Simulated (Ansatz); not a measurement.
**The perfect Sn wire along [110], 6 atoms a period, H-terminated**

Wanted: the relaxed geometry and the bands of the Sn wire along [110], 6 atoms a period, H-terminated.

Calculated with Ansatz 0.2.0; DFT PBE, plane waves, PAW; relaxation of a wire's period; PAW set soft_1, in the first sound run; inputs show where later runs differ.

This is a report of a sequence of runs, with most program output left out.

## (1) Starting point

The cell holds 14 atoms: 6 Sn and 8 H. Its edges and angles: a = 13.808 Å, b = 14.360 Å, c = 4.702 Å, α = 90.0°, β = 90.0°, γ = 90.0°. Vacuum lies along a and b. The structure's axis is c.

## (2) The relaxed wire

Band widths follow the bond lengths, so the wire is relaxed first. The atoms and the third cell vector are free; the box across stays fixed as vacuum. A Fermi-Dirac smearing is set since the result may be a metal. The pressure printed is a third of the stress's trace over the whole box, vacuum included; only the stress along the axis is relaxed.

input.yaml reads:

```yaml
crystal:
  lattice:
    - [13.808, 0.0, 0.0]
    - [0.0, 14.36, 0.0]
    - [0.0, 0.0, 4.7022600949]
  atoms:
    - { symbol: Sn, position: [0.439807573, 0.663727654, 0.0] }
    - { symbol: H, position: [0.512979863, 0.763231067, 0.0] }
    - { symbol: Sn, position: [0.56020879, 0.499999935, 0.0] }
    - { symbol: H, position: [0.246234067, 0.236768802, 0.5] }
    - { symbol: H, position: [0.246234067, 0.435775629, 0.5] }
    - { symbol: H, position: [0.246234067, 0.763231067, 0.5] }
    - { symbol: H, position: [0.246234067, 0.564224241, 0.5] }
    - { symbol: Sn, position: [0.319406357, 0.336272216, 0.5] }
    - { symbol: Sn, position: [0.319406357, 0.663727654, 0.5] }
    - { symbol: Sn, position: [0.680610007, 0.499999935, 0.5] }
    - { symbol: H, position: [0.753782296, 0.400496521, 0.5] }
    - { symbol: H, position: [0.753782296, 0.599503348, 0.5] }
    - { symbol: Sn, position: [0.439807573, 0.336272216, 0.0] }
    - { symbol: H, position: [0.512979863, 0.236768802, 0.0] }
kpoints:
  mp_grid: { grid: [1, 1, 18] }
scf:
  occupations: { method: fermi_dirac, width: 0.05 }
hamiltonian:
  xc: pbe
  pseudopotentials: { kind: paw, azcp: { folder: soft_1 } }
relax:
  cell: { fix: [a, b, alpha, beta, gamma] }
  max_steps: 45
  f_tol: 0.03
```

Run with:

```sh
$ ansatz run input.yaml --threads 4 --pin off --max-ram 16384MiB --backend cpu --events-out ev --progress --plain --runs-dir out
```

The job ended after 1.7 min (4 threads of Arm Neoverse V1, shared host; peak memory 1.5 GiB; 6.7 min of CPU time).

The steps of the relaxation:

| step | energy less that of the first step (eV) | largest force component (eV/Å) | pressure (GPa) | volume (Å³) |
| --- | --- | --- | --- | --- |
| 1 | 0.0000 | 0.2904 | -0.38 | 932.38 |
| 2 | 0.0556 | 0.8596 | 0.33 | 929.77 |
| 3 | -0.1048 | 0.1107 | -0.09 | 931.78 |
| 4 | -0.1253 | 0.0710 | -0.01 | 932.45 |
| 5 | -0.1390 | 0.0768 | 0.03 | 933.17 |
| 6 | -0.1476 | 0.0367 | -0.01 | 933.49 |
| 7 | -0.1497 | 0.0094 | 0.00 | 933.06 |
| 8 | -0.1505 | 0.0350 | -0.01 | 932.97 |
| 9 | -0.1506 | 0.0216 | -0.01 | 933.08 |
| 10* | -0.1506 | 0.0215 | -0.01 | 933.08 |

Relaxation steps marked * repeat the geometry before them on a plane-wave basis chosen anew for their cell, so energy and pressure can jump there. Relaxation step 2 was tried and not accepted.

Forces are held to the 4 operations that the run works with; a distortion that breaks them can't arise in this run.

| cell as run | before | after | change |
| --- | --- | --- | --- |
| c (Å) | 4.702 | 4.706 | +0.1 % |

The atoms that moved most (Å, along periodic axes as changes of fractional coordinates times the final cell, across vacuum about the mean position):

| atom | dx | dy | dz | length |
| --- | --- | --- | --- | --- |
| H5 | -0.122 | -0.452 | 0.000 | 0.468 |
| H7 | -0.122 | 0.452 | 0.000 | 0.468 |
| H6 | 0.269 | 0.355 | 0.000 | 0.445 |
| H4 | 0.269 | -0.355 | 0.000 | 0.445 |
| Sn8 | 0.081 | -0.257 | 0.000 | 0.270 |
| Sn9 | 0.081 | 0.257 | 0.000 | 0.270 |
| Sn10 | -0.171 | 0.000 | 0.000 | 0.171 |
| H11 | -0.147 | 0.037 | 0.000 | 0.152 |

Numbers from this step:

```yaml
cell_length_along_the_wire: 4.706 Å
```

The cell's length comes to 4.706 Å with spin left out.

## (3) The wire at its relaxed period

This step: DFT PBE, plane waves, PAW; bands of a perfect wire; PAW set soft_1 (Ansatz 0.2.0).

At the relaxed period the bands are computed along the axis; those that cross an energy going forward count the channels that a perfect wire would open there.

input.yaml reads:

```yaml
crystal:
  lattice:
    - [13.808, 0.0, 0.0]
    - [0.0, 14.36, 0.0]
    - [0.0, 0.0, 4.7058009839]
  atoms:
    - { symbol: Sn, position: [0.437696461, 0.663989605, 0.0] }
    - { symbol: H, position: [0.519353963, 0.756098361, 0.0] }
    - { symbol: Sn, position: [0.552336763, 0.5, 0.0] }
    - { symbol: H, position: [0.265712732, 0.212049076, 0.5] }
    - { symbol: H, position: [0.237389528, 0.404288798, 0.5] }
    - { symbol: H, position: [0.265712732, 0.787950924, 0.5] }
    - { symbol: H, position: [0.237389528, 0.595711202, 0.5] }
    - { symbol: Sn, position: [0.325305538, 0.318344158, 0.5] }
    - { symbol: Sn, position: [0.325305538, 0.681655842, 0.5] }
    - { symbol: Sn, position: [0.668200299, 0.5, 0.5] }
    - { symbol: H, position: [0.74312687, 0.403099802, 0.5] }
    - { symbol: H, position: [0.74312687, 0.596900198, 0.5] }
    - { symbol: Sn, position: [0.437696461, 0.336010395, 0.0] }
    - { symbol: H, position: [0.519353963, 0.243901639, 0.0] }
kpoints:
  mp_grid: { grid: [1, 1, 18] }
  band_path: { path: ["Γ", Z], npoints: 90 }
scf:
  occupations: { method: fermi_dirac, width: 0.05 }
hamiltonian:
  xc: pbe
  pseudopotentials: { kind: paw, azcp: { folder: soft_1 } }
output:
  dos: { e_range: [-5, 4] }
  write_potential: true
  write_density: true
  volumetric_format: npy
```

Wall time 81 s (4 threads); peak memory 3 GiB.

This step gave:

```
band gap : 1.565 eV
```

Electronic bands along the path, in eV, zero at the Fermi level:

| point | band 43 | band 44 | band 45 | band 46 | band 47 | band 48 | band 49 | band 50 |
| --- | --- | --- | --- | --- | --- | --- | --- | --- |
| Γ | -1.74 | -1.67 | -1.16 | -0.78 | 0.78 | 0.96 | 1.11 | 2.42 |
| halfway | -2.51 | -2.22 | -1.90 | -1.73 | 1.88 | 2.17 | 2.33 | 2.79 |
| Z | -2.93 | -2.65 | -2.06 | -2.05 | 1.71 | 2.01 | 2.36 | 2.49 |

The gap is 1.56 eV, with spin left out.

The path shows a direct gap of 1.56 eV (valence top at Γ, conduction bottom at Γ).

## (4) Another level of theory, cutoff 500 eV, k-mesh 1×1×13

This step: DFT r2SCAN, plane waves, PAW; bands of a perfect wire at the PBE geometry; PAW set soft_1 (Ansatz 0.2.0).

The atoms stay at the PBE geometry and the functional changes. r2SCAN also reads the kinetic-energy density; it often gives larger moments and wider gaps than PBE, at a higher cost. Against the first PBE run of this kind, the cutoff is 500 eV against 420 and the mesh along the wire has 13 points against 18.

input.yaml, as its differences from that of step 3:

```diff
@@ -21,3 +21,3 @@
 kpoints:
-  mp_grid: { grid: [1, 1, 18] }
+  mp_grid: { grid: [1, 1, 13] }
   band_path: { path: ["Γ", Z], npoints: 90 }
@@ -26,8 +26,3 @@
 hamiltonian:
-  xc: pbe
+  xc: r2scan
   pseudopotentials: { kind: paw, azcp: { folder: soft_1 } }
-output:
-  dos: { e_range: [-5, 4] }
-  write_potential: true
-  write_density: true
-  volumetric_format: npy
```

It took 2.5 min on 4 threads; peak memory 4.9 GiB; 10 min of CPU time.

Numbers from this step:

| Quantity | Value |
| --- | --- |
| band gap | 1.859 eV |

The gap is 1.86 eV, against 1.56 eV under PBE at the relaxed period.

## (5) Another level of theory, level HSE06, cutoff 420 eV

This step: DFT HSE06, plane waves, PAW; levels of a perfect wire at the PBE geometry; PAW set soft_1 (Ansatz 0.2.0).

The atoms stay at the PBE geometry and the functional changes. HSE06 mixes in a quarter of short-range exact exchange, which removes part of the self-interaction that closes gaps; it is dear, so the mesh is thinner and no path is run. Against the first PBE run of this kind, the mesh along the wire has 7 points against 18.

input.yaml, as its differences from that of step 4:

```diff
@@ -21,4 +21,3 @@
 kpoints:
-  mp_grid: { grid: [1, 1, 13] }
-  band_path: { path: ["Γ", Z], npoints: 90 }
+  mp_grid: { grid: [1, 1, 7] }
 scf:
@@ -26,3 +25,3 @@
 hamiltonian:
-  xc: r2scan
+  xc: hse06
   pseudopotentials: { kind: paw, azcp: { folder: soft_1 } }
```

It took 1.9 min on 4 threads; peak memory 1.9 GiB.

Numbers from this step:

| Quantity | Value |
| --- | --- |
| band gap | 2.200 eV |

The gap is 2.20 eV, against 1.56 eV under PBE at the relaxed period.

## (6) With spin-orbit coupling, k-mesh 1×1×11

This step: DFT PBE, plane waves, fully relativistic PAW; bands of a perfect wire with spin-orbit coupling; PAW set soft_1 (Ansatz 0.2.0).

Spin-orbit coupling mixes the spins and splits bands that cross or touch without it, so it can open or close channels. Fully relativistic datasets take the place of the scalar ones. Against the first PBE run of this kind, the mesh along the wire has 11 points against 18.

input.yaml, as its differences from that of step 5:

```diff
@@ -21,3 +21,4 @@
 kpoints:
-  mp_grid: { grid: [1, 1, 7] }
+  mp_grid: { grid: [1, 1, 11] }
+  band_path: { path: ["Γ", Z], npoints: 90 }
 scf:
@@ -25,3 +26,6 @@
 hamiltonian:
-  xc: hse06
-  pseudopotentials: { kind: paw, azcp: { folder: soft_1 } }
+  xc: pbe
+  pseudopotentials: { kind: paw_fr, azcp: { folder: soft_1 } }
+magnetization:
+  noncollinear: true
+  spin_orbit: true
```

Run time: 12 min. Hardware: 4 threads; peak memory 11 GiB.

Numbers from this step:

* band gap: 1.541 eV

Electronic bands along the path, in eV, zero at the Fermi level; v1 is the highest filled band, c1 the lowest empty one:

| point | v4 | v3 | v2 | v1 | c1 | c2 | c3 | c4 |
| --- | --- | --- | --- | --- | --- | --- | --- | --- |
| Γ | -1.16 | -1.16 | -0.77 | -0.77 | 0.77 | 0.77 | 0.95 | 0.95 |
| halfway | -1.95 | -1.91 | -1.72 | -1.70 | 1.86 | 1.86 | 2.14 | 2.15 |
| Z | -2.16 | -2.16 | -1.98 | -1.98 | 1.69 | 1.69 | 2.00 | 2.00 |

The gap is 1.54 eV, against 1.56 eV under PBE at the relaxed period, with no moment.

## (7) All levels side by side

Times are for 4 threads of Arm Neoverse V1, shared host. The runs compared:

| no. | run | band gap (eV) | time | memory (GiB) |
| --- | --- | --- | --- | --- |
| 1 | lead | 1.565 | 81 s | 3.0 |
| 2 | levels | 1.859 | 2.5 min | 4.9 |
| 3 | levels | 2.200 | 1.9 min | 1.9 |
| 4 | SOC | 1.541 | 12 min | 11 |

## (8) Outcome

| Item | Value |
| --- | --- |
| cell length, PBE | 4.706 Å |
| gap, PBE | 1.56 eV |
| gap, r2SCAN | 1.86 eV |
| gap, HSE06 | 2.20 eV |
| gap, with spin-orbit coupling | 1.54 eV |

What this shows: Under PBE the cell's length is 4.71 Å, and a gap of 1.56 eV makes it a semiconductor. At the relaxed period the wire is gapped under every functional, from 1.56 eV (PBE) to 2.20 eV (HSE06). Weak screening in one dimension makes quasiparticle gaps larger than the semilocal gaps, as a rule. A hybrid's gap is read on a coarse mesh, without a band path.

[Logs are printed without paths, hosts, clocks, repeated set-up lines and the standing remarks that a program may print on its own settings, such as how far it seeks lower states.]

[Hosts, paths, dates, database ids (printed as entryN), source tags and the programs' standing remarks are cut or masked in the printed files.]
